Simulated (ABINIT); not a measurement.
# SrTiO3 (Tausonite): G0W0 with ABINIT, start to end

Aim: the G0W0 gap of SrTiO3 (Tausonite) on LDA, step by step.

Program: ABINIT 10.8.3. Level of theory: LDA and many-body steps on it, plane waves. Results are calculated unless marked as measured.

**Experimental background.**

- Gap 3.77 eV: direct gap (M0 critical point); spectroscopic ellipsometry, second-derivative fit; 300 K; bulk crystal (commercial single crystal) (“Optical probe of ferroelectric order in bulk and thin film perovskite titanates”, 2013, arxiv:1309.1245).

**1. Set-up**

It takes space group Pm-3m (No. 221, cubic). The conventional cell has a = 3.905 Å, b = 3.905 Å, c = 3.905 Å, α = 90.00°, β = 90.00°, γ = 90.00°. Nearest to Sr lie 12 O at 2.76 Å. Nearest to Ti lie 6 O at 1.95 Å. O has 2 Ti at 1.95 Å and 4 Sr at 2.76 Å nearest. Farther neighbours and most contacts between anions are not listed.

The cell and positions come from the Crystallography Open Database and are kept as given unless a step says otherwise.

**2. Ground state**

This step: ABINIT 10.8.3; DFT, LDA, plane waves, norm-conserving pseudopotentials.

The ground-state density comes first.

Input file run.abi:

```
acell 3*1.0 Angstrom
rprim 
  3.905280000000 0.000000000000 0.000000000000
  0.000000000000 3.905280000000 0.000000000000
  0.000000000000 0.000000000000 3.905280000000
ntypat 3
znucl 38 22 8
natom 5
typat 1 2 3 3 3
xred 
  0.500000000000 0.500000000000 0.500000000000
  0.000000000000 0.000000000000 0.000000000000
  0.500000000000 0.000000000000 0.000000000000
  0.000000000000 0.500000000000 0.000000000000
  0.000000000000 0.000000000000 0.500000000000
pp_dirpath "pseudos"
pseudos "Sr.upf, Ti.upf, O.upf"
ecut 38
ngkpt 6 6 6
nshiftk 1
shiftk 0 0 0
kptopt 1
chksymbreak 0
nband 26
occopt 1
tolvrs 1e-10
nstep 60
prtwf 0
indata_prefix "in"
outdata_prefix "out"
tmpdata_prefix "tmp"
```

Launch:

```sh
OMP_NUM_THREADS=1 mpirun -n 4 abinit run.abi > log
```

Numbers of over 12 decimals in the logs are rounded to 6 here.

Log:

```text
.Version 10.8.3 of ABINIT. v10.8.2 released Aug 2026.

 Symmetries : space group Pm -3 m (#221); Bravais cP (primitive cubic)
================================================================================
 Values of the parameters that define the memory need of the present run
     intxc =       0    ionmov =       0      iscf =       7    lmnmax =       6
     lnmax =       6     mgfft =      45  mpssoang =       3    mqgrid =    3001
     natom =       5  nloc_mem =       1    nspden =       1   nspinor =       1
    nsppol =       1      nsym =      48    n1xccc =    2501    ntypat =       3
    occopt =       1   xclevel =       1
-    mband =          26        mffmem =           1         mkmem =           5
       mpw =        4525          nfft =       91125          nkpt =          20
================================================================================
  Rough estimation (10% accuracy) of disk space for files :
================================================================================

--------------------------------------------------------------------------------
------------- Echo of variables that govern the present computation ------------
--------------------------------------------------------------------------------
 -outvars: echo values of preprocessed input variables --------
            acell      1.8897261259E+00  1.8897261259E+00  1.8897261259E+00 Bohr

      chksymbreak           0
             ecut      3.80000000E+01 Hartree
-          fftalg         312

              ixc       -1012
              kpt      0.00000000E+00  0.00000000E+00  0.00000000E+00
                       1.66666667E-01  0.00000000E+00  0.00000000E+00
                       3.33333333E-01  0.00000000E+00  0.00000000E+00
                       5.00000000E-01  0.00000000E+00  0.00000000E+00
                       1.66666667E-01  1.66666667E-01  0.00000000E+00
                       3.33333333E-01  1.66666667E-01  0.00000000E+00
                       5.00000000E-01  1.66666667E-01  0.00000000E+00
                       3.33333333E-01  3.33333333E-01  0.00000000E+00
                       5.00000000E-01  3.33333333E-01  0.00000000E+00
   [... 9 further rows ...]
                       5.00000000E-01  5.00000000E-01  3.33333333E-01
                       5.00000000E-01  5.00000000E-01  5.00000000E-01
         kptrlatt        6    0    0      0    6    0      0    0    6
          kptrlen      4.42794579E+01
P           mkmem           5
            natom           5
            nband          26
            ngfft          45      45      45
             nkpt          20
            nstep          60
             nsym          48
           ntypat           3
              occ      2.000000  2.000000  2.000000  2.000000  2.000000  2.000000
                       2.000000  2.000000  2.000000  2.000000  2.000000  2.000000
                       2.000000  2.000000  2.000000  2.000000  2.000000  2.000000
                       2.000000  2.000000  0.000000  0.000000  0.000000  0.000000
                       0.000000  0.000000
            prtwf           0
            rprim      3.9052800000E+00  0.0000000000E+00  0.0000000000E+00
[...]
spgroup         221

           tolvrs      1.00000000E-10

             xred      5.0000000000E-01  5.0000000000E-01  5.0000000000E-01
[...]
znucl       38.00000   22.00000    8.00000

================================================================================

 chkinp: Checking input parameters for consistency.

================================================================================
== DATASET  1 ==================================================================
-   mpi_nproc: 4, omp_nthreads: 1 (-1 if OMP is not activated)

--- !DatasetInfo
iteration_state: {dtset: 1, }
dimensions: {natom: 5, nkpt: 20, mband: 26, nsppol: 1, nspinor: 1, nspden: 1, mpw: 4525, }
cutoff_energies: {ecut:  38.0, pawecutdg:  -1.0, }
electrons: {nelect:   4.00000000E+01, charge:   0.00000000E+00, occopt:   1.00000000E+00, tsmear:   1.00000000E-02, }

 Real(R)+Recip(G) space primitive vectors, cartesian coordinates (Bohr,Bohr^-1):
 R(1)=  7.3799096  0.0000000  0.0000000  G(1)=  0.1355030  0.0000000  0.0000000
 R(2)=  0.0000000  7.3799096  0.0000000  G(2)=  0.0000000  0.1355030  0.0000000
 R(3)=  0.0000000  0.0000000  7.3799096  G(3)=  0.0000000  0.0000000  0.1355030
 Unit cell volume ucvol=  4.0193251E+02 bohr^3
 Angles (23,13,12)=  9.00000000E+01  9.00000000E+01  9.00000000E+01 degrees

 getcut: wavevector=  0.0000  0.0000  0.0000  ngfft=  45  45  45
         ecut(hartree)=     38.000   => boxcut(ratio)=   2.14855

--- Pseudopotential description ------------------------------------------------
- Sr Generated using ONCVPSP code by D. R. Hamann
- 38.00000  10.00000  180309                  znucl, zion, pspdat
12 -1012 2 -1 1812                            pspcod,pspxc,lmax,lloc,mmax
     nproj     2     2     2
  pspatm : epsatm=   12.22067766
         --- l  ekb(1:nproj) -->
[...]
pspatm: atomic psp has been read  and splines computed

- Ti Generated using ONCVPSP code by D. R. Hamann
- 22.00000  12.00000  180309                  znucl, zion, pspdat
12 -1012 2 -1 1568                            pspcod,pspxc,lmax,lloc,mmax
[...]
ETOT  6  -143.50642019689    -1.113E-02 3.908E-03 1.157E+01
 ETOT  7  -143.50866614843    -2.246E-03 2.700E-03 4.377E-01
 ETOT  8  -143.50875381886    -8.767E-05 1.135E-03 2.198E-03
 ETOT  9  -143.50875430619    -4.873E-07 2.131E-03 1.227E-04
 ETOT 10  -143.50875432576    -1.957E-08 1.201E-03 1.038E-05
 ETOT 11  -143.50875432856    -2.797E-09 1.345E-03 3.008E-07
 ETOT 12  -143.50875432863    -6.975E-11 7.862E-04 5.760E-09
 ETOT 13  -143.50875432863    -3.411E-12 8.203E-04 2.393E-10
 ETOT 14  -143.50875432863     2.871E-12 7.570E-04 2.797E-12

 At SCF step   14       vres2   =  2.80E-12 < tolvrs=  1.00E-10 =>converged.

 Cartesian components of stress tensor (hartree/bohr^3)
  sigma(1 1)=  2.72307087E-04  sigma(3 2)=  0.00000000E+00
  sigma(2 2)=  2.72307087E-04  sigma(3 1)=  0.00000000E+00
  sigma(3 3)=  2.72307087E-04  sigma(2 1)=  0.00000000E+00

--- !ResultsGS
iteration_state: {dtset: 1, }
comment   : Summary of ground state results
lattice_vectors:
- [  7.3799096,   0.0000000,   0.0000000, ]
- [  0.0000000,   7.3799096,   0.0000000, ]
- [  0.0000000,   0.0000000,   7.3799096, ]
lattice_lengths: [   7.37991,    7.37991,    7.37991, ]
lattice_angles: [ 90.000,  90.000,  90.000, ] # degrees, (23, 13, 12)
lattice_volume:   4.0193251E+02
convergence: {deltae:  2.871E-12, res2:  2.797E-12, residm:  7.570E-04, diffor: null, }
etotal    :  -1.43508754E+02
entropy   :   0.00000000E+00
fermie    :   2.40932549E-01
cartesian_stress_tensor: # hartree/bohr^3
- [  2.72307087E-04,   0.00000000E+00,   0.00000000E+00, ]
- [  0.00000000E+00,   2.72307087E-04,   0.00000000E+00, ]
- [  0.00000000E+00,   0.00000000E+00,   2.72307087E-04, ]
pressure_GPa:  -8.0116E+00
xred      :
- [  5.0000E-01,   5.0000E-01,   5.0000E-01, Sr]
- [  0.0000E+00,   0.0000E+00,   0.0000E+00, Ti]
- [  5.0000E-01,   0.0000E+00,   0.0000E+00,  O]
- [  0.0000E+00,   5.0000E-01,   0.0000E+00,  O]
- [  0.0000E+00,   0.0000E+00,   5.0000E-01,  O]
cartesian_forces: # hartree/bohr
- [ -0.00000000E+00,  -0.00000000E+00,  -0.00000000E+00, ]
- [ -0.00000000E+00,  -0.00000000E+00,  -0.00000000E+00, ]
- [ -0.00000000E+00,  -0.00000000E+00,  -0.00000000E+00, ]
- [ -0.00000000E+00,  -0.00000000E+00,  -0.00000000E+00, ]
- [ -0.00000000E+00,  -0.00000000E+00,  -0.00000000E+00, ]
force_length_stats: {min:   0.00000000E+00, max:   0.00000000E+00, mean:   0.00000000E+00, }

 Integrated electronic density in atomic spheres:
 ------------------------------------------------
 Atom  Sphere_radius  Integrated_density
[...]
================================================================================

 ----iterations are completed or convergence reached----

 Mean square residual over all n,k,spin=   75.885E-07; max=  75.695E-05
 reduced coordinates (array xred) for    5 atoms
       0.500000000000      0.500000000000      0.500000000000
       0.000000000000      0.000000000000      0.000000000000
       0.500000000000      0.000000000000      0.000000000000
       0.000000000000      0.500000000000      0.000000000000
       0.000000000000      0.000000000000      0.500000000000
 rms dE/dt=  0.0000E+00; max dE/dt=  0.0000E+00; dE/dt below (all hartree)
    1       0.000000000000      0.000000000000      0.000000000000
    2       0.000000000000      0.000000000000      0.000000000000
    3       0.000000000000      0.000000000000      0.000000000000
    4       0.000000000000      0.000000000000      0.000000000000
    5       0.000000000000      0.000000000000      0.000000000000

 cartesian coordinates (angstrom) at end:
    1      1.952640     1.952640     1.952640
    2      0.000000     0.000000     0.000000
    3      1.952640     0.000000     0.000000
    4      0.000000     1.952640     0.000000
    5      0.000000     0.000000     1.952640

 cartesian forces (hartree/bohr) at end:
[...]
frms,max,avg= 0.0000000E+00 0.0000000E+00   0.000E+00  0.000E+00  0.000E+00 h/b

 cartesian forces (eV/Angstrom) at end:
    1     -0.000000    -0.000000    -0.000000
    2     -0.000000    -0.000000    -0.000000
    3     -0.000000    -0.000000    -0.000000
    4     -0.000000    -0.000000    -0.000000
    5     -0.000000    -0.000000    -0.000000
 frms,max,avg= 0.0000000E+00 0.0000000E+00   0.000E+00  0.000E+00  0.000E+00 e/A
 length scales=  1.889726125908  1.889726125908  1.889726125908 bohr
              =  1.000000000000  1.000000000000  1.000000000000 angstroms
 prteigrs : about to open file out_EIG
 Fermi (or HOMO) energy (hartree) =   0.24093   Average Vxc (hartree)=  -0.44076
 Eigenvalues (hartree) for nkpt=  20  k points:
 kpt#   1, nband= 26, wtk=  0.00463, kpt=  0.0000  0.0000  0.0000 (reduced coord)
  -1.80919   -0.95385   -0.94912   -0.94912   -0.94912   -0.38676   -0.34902   -0.34902
  -0.29337   -0.29337   -0.29337    0.13672    0.13672    0.13672    0.19741    0.19741
   0.19741    0.22778    0.22778    0.22778    0.30738    0.30738    0.30738    0.40330
   0.40330    0.43507
 prteigrs : prtvol=0 or 1, do not print more k-points.

--- !EnergyTerms
iteration_state     : {dtset: 1, }
comment             : Components of total free energy in Hartree
kinetic             :  6.52898392833849E+01
hartree             :  2.99912815935242E+01
xc                  : -2.94187146454116E+01
Ewald energy        : -1.06245779347251E+02
psp_core            :  4.56704211248566E+00
local_psp           : -1.05547081951626E+02
non_local_psp       : -2.14534137373483E+00
total_energy        : -1.43508754328629E+02
total_energy_eV     : -3.90507214371592E+03
band_energy         : -1.23591361591307E+01

 Cartesian components of stress tensor (hartree/bohr^3)
  sigma(1 1)=  2.72307087E-04  sigma(3 2)=  0.00000000E+00
  sigma(2 2)=  2.72307087E-04  sigma(3 1)=  0.00000000E+00
  sigma(3 3)=  2.72307087E-04  sigma(2 1)=  0.00000000E+00

-Cartesian components of stress tensor (GPa)         [Pressure= -8.0116E+00 GPa]
- sigma(1 1)=  8.01155110E+00  sigma(3 2)=  0.00000000E+00
- sigma(2 2)=  8.01155110E+00  sigma(3 1)=  0.00000000E+00
- sigma(3 3)=  8.01155110E+00  sigma(2 1)=  0.00000000E+00

== END DATASET(S) ==============================================================
================================================================================

 -outvars: echo values of variables after computation  --------
           etotal     -1.4350875433E+02
            nband          26
             nkpt          20
          spgroup         221
 [... the other variables as echoed above ...]

 Calculation completed.
```

Wall time 38 s (4 MPI ranks of Arm Neoverse V1, shared host); peak memory 0.34 GiB; 2.5 min of CPU time.

This step gave:

```
total energy               : -3905.0721 eV
gap                        : 1.808 eV
k of the valence top       : 0.5, 0.5, 0.5
k of the conduction bottom : 0, 0, 0
least direct gap           : 2.166 eV
pressure                   : -8.012 GPa
```

The gap is indirect, with the least direct gap 0.36 eV higher.

The cutoff was set for levels, not for stress, so the pressure can be off by some GPa.

(Continued in part 2 of 3.)

[Paths, hosts, dates, memory and timing lines, banners, echoed tables and standing remarks are left out of the program output.]

[Logs are printed without paths, hosts, clocks, repeated set-up lines and the standing remarks that a program may print on its own settings, such as how far it seeks lower states.]

[Runs of the session that timed out or met a known fault of the program may be left out.]

[Hosts, paths, dates, database ids (printed as entryN), source tags and the programs' standing remarks are cut or masked in the printed files.]

[G0W0 gaps are taken among the corrected bands and points alone; a level outside them can change the order at an edge.]

[Where Ansatz stands beside ABINIT at settings called matched, ABINIT's density can come from a denser mesh and the files from another edition; pairs whose starting gaps differed by over 0.03 eV were left out, so agreement reads better than it is.]
